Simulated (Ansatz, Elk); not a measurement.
**Bonding as seen by X-rays: Cd2CoS2Cl2**

Structure refinements treat a crystal as free atoms side by side. For a made-up structure of Cd2CoS2Cl2 (cell and positions from a PBE relaxation) the runs below show what the calculated density changes in F(hkl).

Method: DFT, PBE, all-electron APW+lo, Dirac cores, scalar-relativistic bands, static density, ferromagnetic start, in Elk 11.2.3 (patched build).

The structure was built from a prototype and need not be the compound's stable phase.

## Step 1: The starting structure

Symmetry: I4/mmm, No. 139, tetragonal system. The conventional cell has a = 4.714 Å, b = 4.714 Å, c = 13.363 Å, α = 90.00°, β = 90.00°, γ = 90.00°. Cd has 1 Cl at 2.46 Å and 4 S at 2.83 Å nearest. Nearest to Co lie 4 S at 2.36 Å and 2 Cl at 2.66 Å. Nearest to Cl lie 1 Cd at 2.46 Å and 1 Co at 2.66 Å. Nearest to S lie 2 Co at 2.36 Å and 4 Cd at 2.83 Å. Farther neighbours and most contacts between anions are not listed.

## Step 2: Ground state and structure factors

An all-electron density is needed, since X-rays see the cores too. Task 0 finds the density and task 195 Fourier-transforms it; tshift is off so that phases refer to the origin typed.

elk.in

```
tasks
  0
  195
  196

xctype
  20

spinpol
  .true.

rgkmax
  7.0

gmaxvr
  14.0

lmaxo
  7

lmaxapw
  8

swidth
  0.002

tshift
  .false.

ramdisk
  .false.

hmaxvr
  5.5

maxscl
  120

epspot
  1e-06

reducebf
  0.8

sppath
  './'

avec
  -4.45448850475 4.45448850475 12.62596485307
  4.45448850475 -4.45448850475 12.62596485307
  4.45448850475 4.45448850475 -12.62596485307

atoms
  4
  'Cd.in'
  2
  0.6169197300 0.6169197300 -0.0000000000   0.000000 0.000000 0.000000
  0.3830802700 0.3830802700 -0.0000000000   0.000000 0.000000 0.000000
  'Co.in'
  1
  -0.0000000000 -0.0000000000 -0.0000000000   0.000000 0.000000 -0.095000
  'Cl.in'
  2
  0.1993558185 0.1993558185 -0.0000000000   0.000000 0.000000 0.000000
  0.8006441815 0.8006441815 -0.0000000000   0.000000 0.000000 0.000000
  'S.in'
  2
  0.5000000000 -0.0000000000 0.5000000000   0.000000 0.000000 0.000000
  -0.0000000000 0.5000000000 0.5000000000   0.000000 0.000000 0.000000

ngridk
  6 6 6
```

Launch:

```console
$ OMP_NUM_THREADS=4 elk
```

Numbers of over 12 decimals in the logs are rounded to 6 here.

The program printed:

```text
┌─────────────────────────┐
│ Elk code version 11.2.3 │
└─────────────────────────┘

All units are atomic (Hartree, Bohr, etc.)

┌─────────────────────────────────────────────────┐
│ Ground-state run starting from atomic densities │
└─────────────────────────────────────────────────┘

Lattice vectors :
  -4.454488505       4.454488505       12.62596485
   4.454488505      -4.454488505       12.62596485
   4.454488505       4.454488505      -12.62596485

Reciprocal lattice vectors :
  0.3361921519E-17  0.7052645102      0.2488200062
  0.7052645102      0.3361921519E-17  0.2488200062
  0.7052645102      0.7052645102      0.3036059165E-17

Unit cell volume      :    1002.121206
Brillouin zone volume :   0.2475251616

Muffin-tin inner radius fraction :   0.1000000000E-01

Nuclei treated as point charges

Species : 1 (Cd)
 parameters loaded from : Cd.in
 name : cadmium
 nuclear charge    :   -48.00000000
 electronic charge :    48.00000000
 atomic mass :    204912.7176
 muffin-tin radius :    2.485923340
 number of radial points in muffin-tin :   1193
 inner part over the whole radius :   0.9967849913E-02
 number on inner part of muffin-tin    :    849
 approximate nuclear radius :   0.8708852602E-04
 number of mesh points to nuclear radius :    427
 atomic positions (lattice), magnetic fields (Cartesian) :
  1 :  -0.38308027 -0.38308027  0.00000000    0.00000000  0.00000000  0.00000000
  2 :   0.38308027  0.38308027  0.00000000    0.00000000  0.00000000  0.00000000

Species : 2 (Co)
 parameters loaded from : Co.in
 name : cobalt
 nuclear charge    :   -27.00000000
 electronic charge :    27.00000000
 atomic mass :    107428.6517
 muffin-tin radius :    2.297994002
 number of radial points in muffin-tin :    993
 inner part over the whole radius :   0.9968290327E-02
 number on inner part of muffin-tin    :    700
 approximate nuclear radius :   0.7243775530E-04
 number of mesh points to nuclear radius :    334
 atomic positions (lattice), magnetic fields (Cartesian) :
  1 :   0.00000000  0.00000000  0.00000000    0.00000000  0.00000000 -0.09500000

Species : 3 (Cl)
 parameters loaded from : Cl.in
 name : chlorine
 nuclear charge    :   -17.00000000
 electronic charge :    17.00000000
 atomic mass :    64626.86550
 muffin-tin radius :    2.103473595
 number of radial points in muffin-tin :    793
 inner part over the whole radius :   0.9934091831E-02
 number on inner part of muffin-tin    :    554
 approximate nuclear radius :   0.6305718926E-04
 number of mesh points to nuclear radius :    253
 atomic positions (lattice), magnetic fields (Cartesian) :
  1 :   0.19935582  0.19935582  0.00000000    0.00000000  0.00000000  0.00000000
  2 :  -0.19935582 -0.19935582  0.00000000    0.00000000  0.00000000  0.00000000

Species : 4 (S)
 parameters loaded from : S.in
 name : sulphur
 nuclear charge    :   -16.00000000
 electronic charge :    16.00000000
 atomic mass :    58450.91931
 muffin-tin radius :    2.106494502
 number of radial points in muffin-tin :    793
 inner part over the whole radius :   0.9829883848E-02
 number on inner part of muffin-tin    :    553
 approximate nuclear radius :   0.6195814986E-04
 number of mesh points to nuclear radius :    251
 atomic positions (lattice), magnetic fields (Cartesian) :
  1 :   0.50000000  0.00000000  0.50000000    0.00000000  0.00000000  0.00000000
  2 :   0.00000000  0.50000000  0.50000000    0.00000000  0.00000000  0.00000000

Total number of atoms per unit cell :    7
Total muffin-tin volume :    335.8099678
 ratio of muffin-tin to unit cell volume :   0.3350991535

Spin treatment :
 spin-polarised
 global magnetic field (Cartesian) :    0.000000000       0.000000000       0.000000000
 collinear magnetisation in z-direction

Number of Bravais lattice symmetries :   16
Number of crystal symmetries         :   16
Crystal has inversion symmetry
Real symmetric eigensolver will be used

k-point grid :      6     6     6
k-point offset :    0.000000000       0.000000000       0.000000000
[...]
core electron kinetic       :      14307.020121465
 Coulomb                     :     -28707.928499463
 Coulomb potential           :     -22756.101326335
 nuclear-nuclear             :     -1515.5314760983
 electron-nuclear            :     -31661.382856788
 Hartree                     :      4468.9858334231
 Madelung                    :     -17329.877836296
 xc potential                :     -620.51219967012
 xc effective B-field        :    -0.78372767947266E-01
 external B-field            :      0.000000
 exchange                    :     -467.88472555786
 correlation                 :     -9.015628
 electron entropic           :    -0.17904961407589E-02
 total energy                :     -14306.995056572
 (external B-field energy excluded from total)

Density of states at Fermi energy :    142.8540519
 (states/Hartree/unit cell)

Estimated indirect band gap :   0.1054533004E-03
 from k-point 8 to k-point 19
Estimated direct band gap   :   0.3885985299E-03
 at k-point 4

Charges :
 core                        :    112.0000000
 valence                     :    77.00000000
 interstitial                :    11.52077718
 muffin-tins (core leakage)
  species : 1 (Cd)
[...]
species : 2 (Co)
[...]
species : 3 (Cl)
[...]
species : 4 (S)
[...]
total in muffin-tins        :    177.4792228
 total calculated charge     :    188.9969485
 total charge                :    189.0000000
 error                       :   0.3051486928E-02

Moments :
 interstitial                :   0.6625935159E-01
 muffin-tins
  species : 1 (Cd)
[...]
species : 2 (Co)
[...]
species : 3 (Cl)
[...]
species : 4 (S)
[...]
total in muffin-tins        :    1.920185134
 total moment                :    1.986444486

RMS change in Kohn-Sham potential (target) :   0.2065594813E-06 (  0.1000000000E-05)
Absolute change in total energy (target)   :   0.7726259173E-04 (  0.1000000000E-03)

Convergence targets achieved

┌──────────────────┐
│ Loop number : 23 │
└──────────────────┘

Energies :
 Fermi                       :     0.143411
 sum of occupied eigenvalues :     -8498.8563196980
 electron kinetic            :      14877.835589099
 core electron kinetic       :      14307.020117356
 Coulomb                     :     -28707.928499043
 Coulomb potential           :     -22756.101320798
 nuclear-nuclear             :     -1515.5314760983
 electron-nuclear            :     -31661.382861495
 Hartree                     :      4468.9858385509
 Madelung                    :     -17329.877838644
 xc potential                :     -620.51220805670
 xc effective B-field        :    -0.78372979802420E-01
 external B-field            :      0.000000
 exchange                    :     -467.88472587773
 correlation                 :     -9.015628
 electron entropic           :    -0.17904977869314E-02
 total energy                :     -14306.995054248
 (external B-field energy excluded from total)

Density of states at Fermi energy :    142.8542453
 (states/Hartree/unit cell)

Estimated indirect band gap :   0.1053879431E-03
 from k-point 8 to k-point 19
Estimated direct band gap   :   0.3885449730E-03
 at k-point 4

Charges :
 core                        :    112.0000000
 valence                     :    77.00000000
 interstitial                :    11.52077718
 muffin-tins (core leakage)
  species : 1 (Cd)
[...]
species : 2 (Co)
[...]
species : 3 (Cl)
[...]
atom 2                    :    15.37843403     (  0.3138784085E-04)
  species : 4 (S)
   atom 1                    :    14.23123510     (  0.1302997882E-03)
   atom 2                    :    14.23123510     (  0.1302997882E-03)
 total in muffin-tins        :    177.4792228
 total calculated charge     :    188.9969485
 total charge                :    189.0000000
 error                       :   0.3051486836E-02

Moments :
 interstitial                :   0.6625910484E-01
 muffin-tins
  species : 1 (Cd)
[...]
species : 2 (Co)
[...]
species : 3 (Cl)
[...]
atom 2                    :   0.2484726114E-01
  species : 4 (S)
   atom 1                    :   0.2760042608E-01
   atom 2                    :   0.2760042608E-01
 total in muffin-tins        :    1.920188122
 total moment                :    1.986447226

┌──────────────────────────────┐
│ Self-consistent loop stopped │
└──────────────────────────────┘

Warning : core states of species 1 leak from the muffin-tin :   0.4416576126E-03

Warning : core states of species 2 leak from the muffin-tin :   0.7946327367E-03

Warning : core states of species 4 leak from the muffin-tin :   0.1302997882E-03

Wrote STATE.OUT
```

The job ended after 11 min (4 threads of Arm Neoverse V2, shared host; peak memory 0.7 GiB; 39 min of CPU time).

SFACRHO.OUT:

```text

h k l indices transformed by vhmat matrix:
   1.000000000       0.000000000       0.000000000    
   0.000000000       1.000000000       0.000000000    
   0.000000000       0.000000000       1.000000000    

      h      k      l  multipl.   |H|            Re(F)            Im(F)           |F|

      0      0      0      1   0.0000000       189.00000     -0.45994768E-15   189.00000    
     -1     -1      1      2  0.49764001       39.219999      0.68235613E-14   39.219999    
     -1      0      0      8  0.74786993      -31.494230      0.71170144E-14   31.494230    
     -2     -2      2      2  0.99528002      -25.092722      0.28415053E-16   25.092722    
     -1      1      0      4  0.99739464       108.51360      0.16692452E-14   108.51360    
     -1     -2      1      8   1.0269375       49.712030      0.82305716E-14   49.712030    
      1      1     -2      8   1.1146487      -14.881459     -0.10264644E-13   14.881459    
     -2     -2      3      8   1.4090346      -68.826704      0.25234610E-14   68.826704    
      1     -1     -1      4   1.4105290       141.99259      0.97063395E-15   141.99259    
      3      2     -2      8   1.4300989       109.36701      0.24519981E-13   109.36701    
      3      3     -3      2   1.4929200       26.302193     -0.59809384E-14   26.302193    
      0      2      0      8   1.4957399       30.582027     -0.77626176E-14   30.582027    
      0     -1     -1     16   1.5965280      -27.816346     -0.51637325E-15   27.816346    
     -1     -3      1      8   1.7263182      -24.887241      0.87083389E-14   24.887241    
      1      2      0     16   1.7447615       43.859794     -0.90471456E-14   43.859794    
     -2     -4      3      8   1.7954404      -14.455811     -0.14033503E-13   14.455811    
      4      3     -3      8   1.8791105      -25.920815     -0.16210879E-13   25.920815    
      4      4     -4      2   1.9905600       80.932670     -0.14119702E-13   80.932670
```

Elk indexes on the primitive cell of elk.in and gives |H| = 4π sin θ/λ in inverse bohr. Below, one row stands for each form hkl of the conventional cell (m members, Friedel mates merged), F is for one primitive cell and the density is static (no thermal factor). Free-atom factors are Waasmaier and Kirfel's, and R is Σm||F|−|F'||/Σm|F|.

| hkl | m | sin θ/λ (Å⁻¹) | abs F, DFT | neutral atoms | diff. |
| --- | --- | --- | --- | --- | --- |
| 002 | 2 | 0.075 | 39.220 | 39.109 | +0.111 |
| 101 | 8 | 0.113 | 31.494 | 31.890 | -0.396 |
| 004 | 2 | 0.150 | 25.093 | 26.083 | -0.990 |
| 110 | 4 | 0.150 | 108.514 | 108.771 | -0.257 |
| 103 | 8 | 0.154 | 49.712 | 50.076 | -0.364 |
| 112 | 8 | 0.168 | 14.882 | 14.464 | +0.417 |
| 114 | 8 | 0.212 | 68.827 | 68.960 | -0.134 |
| 200 | 4 | 0.212 | 141.993 | 141.953 | +0.040 |
| 105 | 8 | 0.215 | 109.367 | 109.246 | +0.121 |
| 006 | 2 | 0.225 | 26.302 | 26.239 | +0.063 |
| 202 | 8 | 0.225 | 30.582 | 30.644 | -0.062 |
| 211 | 16 | 0.240 | 27.816 | 27.764 | +0.052 |
| 204 | 8 | 0.260 | 24.887 | 24.831 | +0.056 |
| 213 | 16 | 0.262 | 43.860 | 43.842 | +0.018 |
| 116 | 8 | 0.270 | 14.456 | 14.546 | -0.090 |
| 107 | 8 | 0.283 | 25.921 | 25.924 | -0.003 |
| 008 | 2 | 0.299 | 80.933 | 81.112 | -0.179 |
| 220 | 4 | 0.300 | 121.179 | 121.444 | -0.265 |
| 215 | 16 | 0.302 | 93.781 | 93.853 | -0.071 |
| 206 | 8 | 0.309 | 21.744 | 21.824 | -0.080 |
| 222 | 8 | 0.309 | 26.572 | 26.722 | -0.150 |
| 301 | 8 | 0.320 | 25.125 | 24.951 | +0.174 |

## Step 3: The magnetisation density

The same run holds the spin density, and task 196 transforms it. The order is that of the start, and no other was tried.

SFACMAG_1.OUT:

```text

h k l indices transformed by vhmat matrix:
   1.000000000       0.000000000       0.000000000    
   0.000000000       1.000000000       0.000000000    
   0.000000000       0.000000000       1.000000000    

      h      k      l  multipl.   |H|            Re(F)            Im(F)           |F|

      0      0      0      1   0.0000000       1.9864473     -0.65257627E-17   1.9864473    
     -1     -1      1      2  0.49764001       1.7016821      0.33769453E-17   1.7016821    
     -1      0      0      8  0.74786993       1.6437365     -0.57201227E-18   1.6437365    
     -2     -2      2      2  0.99528002       1.4310466     -0.38935531E-17   1.4310466    
     -1      1      0      4  0.99739464       1.5264425      0.13821222E-17   1.5264425    
     -1     -2      1      8   1.0269375       1.4529814     -0.69222963E-17   1.4529814    
      1      1     -2      8   1.1146487       1.3669505     -0.20633056E-16   1.3669505    
     -2     -2      3      8   1.4090346       1.2249100      0.59019009E-17   1.2249100    
      1     -1     -1      4   1.4105290       1.4259071      0.93693017E-17   1.4259071    
      3      2     -2      8   1.4300989       1.1748316      0.38174992E-17   1.1748316    
      3      3     -3      2   1.4929200       1.0840188      0.13165053E-16   1.0840188    
      0      2      0      8   1.4957399       1.2689245     -0.22108826E-16   1.2689245    
      0     -1     -1     16   1.5965280       1.2335685      0.10949289E-16   1.2335685    
     -1     -3      1      8   1.7263182       1.0637194      0.69032329E-17   1.0637194    
      1      2      0     16   1.7447615       1.0792805     -0.80380490E-17   1.0792805    
     -2     -4      3      8   1.7954404      0.98130014     -0.16751577E-16  0.98130014
```

The total moment is 1.99 μB a cell; sphere moments: Cd1 +0.01, Cd2 +0.01, Co3 +1.80, Cl4 +0.02, Cl5 +0.02, S6 +0.03, S7 +0.03 μB. Polarised neutrons measure spin and orbital magnetisation together; without spin-orbit coupling the run gives the spin part:

| hkl | sin θ/λ (Å⁻¹) | abs F_M (μB) |
| --- | --- | --- |
| 002 | 0.075 | 1.702 |
| 101 | 0.113 | 1.644 |
| 004 | 0.150 | 1.431 |
| 110 | 0.150 | 1.526 |
| 103 | 0.154 | 1.453 |
| 112 | 0.168 | 1.367 |
| 114 | 0.212 | 1.225 |
| 200 | 0.212 | 1.426 |
| 105 | 0.215 | 1.175 |
| 006 | 0.225 | 1.084 |
| 202 | 0.225 | 1.269 |
| 211 | 0.240 | 1.234 |
| 204 | 0.260 | 1.064 |
| 213 | 0.262 | 1.079 |

## Step 4: The highest occupied states alone

An energy window below the Fermi level keeps the highest occupied states, to see at which angles they scatter; shallow core shells can lie inside it and anion s states outside. No new self-consistency is needed.

Edit elk.in of step 2 so:

```diff
@@ -1,5 +1,3 @@
 tasks
-  0
   195
-  196
 
@@ -44,2 +42,5 @@
 
+wsfac
+  -0.224080 0.443410
+
 sppath
```

Launch:

```console
$ OMP_NUM_THREADS=4 elk
```

The program printed:

```text
┌─────────────────────────────────┐
│ Elk code version 11.2.3 started │
└─────────────────────────────────┘

Info(readinput): the functional depends on the density's gradient
 muffin-tin radial points multiplied by    2.00000
 (not where nrmtscf is given)

┌────────────────────┐
│ Current task : 195 │
└────────────────────┘
Info(checkmt): changed muffin-tin radius of species 1 (Cd) from   2.6000 to   2.4859
Info(checkmt): changed muffin-tin radius of species 2 (Co) from   2.4000 to   2.2980
Info(checkmt): changed muffin-tin radius of species 3 (Cl) from   2.2000 to   2.1035
Info(checkmt): changed muffin-tin radius of species 4 (S) from   2.2000 to   2.1065

Info(sfacrho): density structure factors written to SFACRHO.OUT

 Energy window :  -0.2240800000      0.4434100000

┌──────────────────┐
│ Elk code stopped │
└──────────────────┘
```

The job ended after 27 s (4 threads; peak memory 0.4 GiB; 41 s of CPU time).

States within 10 eV below the Fermi level hold 51.00 electrons; any levels below the window count with the cores. Their amplitudes can exceed the total, where window and core parts have opposite phase:

| hkl | sin θ/λ (Å⁻¹) | abs F, window | abs F, all |
| --- | --- | --- | --- |
| 002 | 0.075 | 9.898 | 39.220 |
| 101 | 0.113 | 3.875 | 31.494 |
| 004 | 0.150 | 2.759 | 25.093 |
| 110 | 0.150 | 22.170 | 108.514 |
| 103 | 0.154 | 9.890 | 49.712 |
| 112 | 0.168 | 0.299 | 14.882 |
| 114 | 0.212 | 6.755 | 68.827 |
| 200 | 0.212 | 19.999 | 141.993 |
| 105 | 0.215 | 16.598 | 109.367 |
| 006 | 0.225 | 3.878 | 26.302 |

[end of part 1 of 2]

[Logs are printed without paths, hosts, clocks, repeated set-up lines and the standing remarks that a program may print on its own settings, such as how far it seeks lower states.]

[Hosts, paths, dates, database ids (printed as entryN), source tags and the programs' standing remarks are cut or masked in the printed files.]
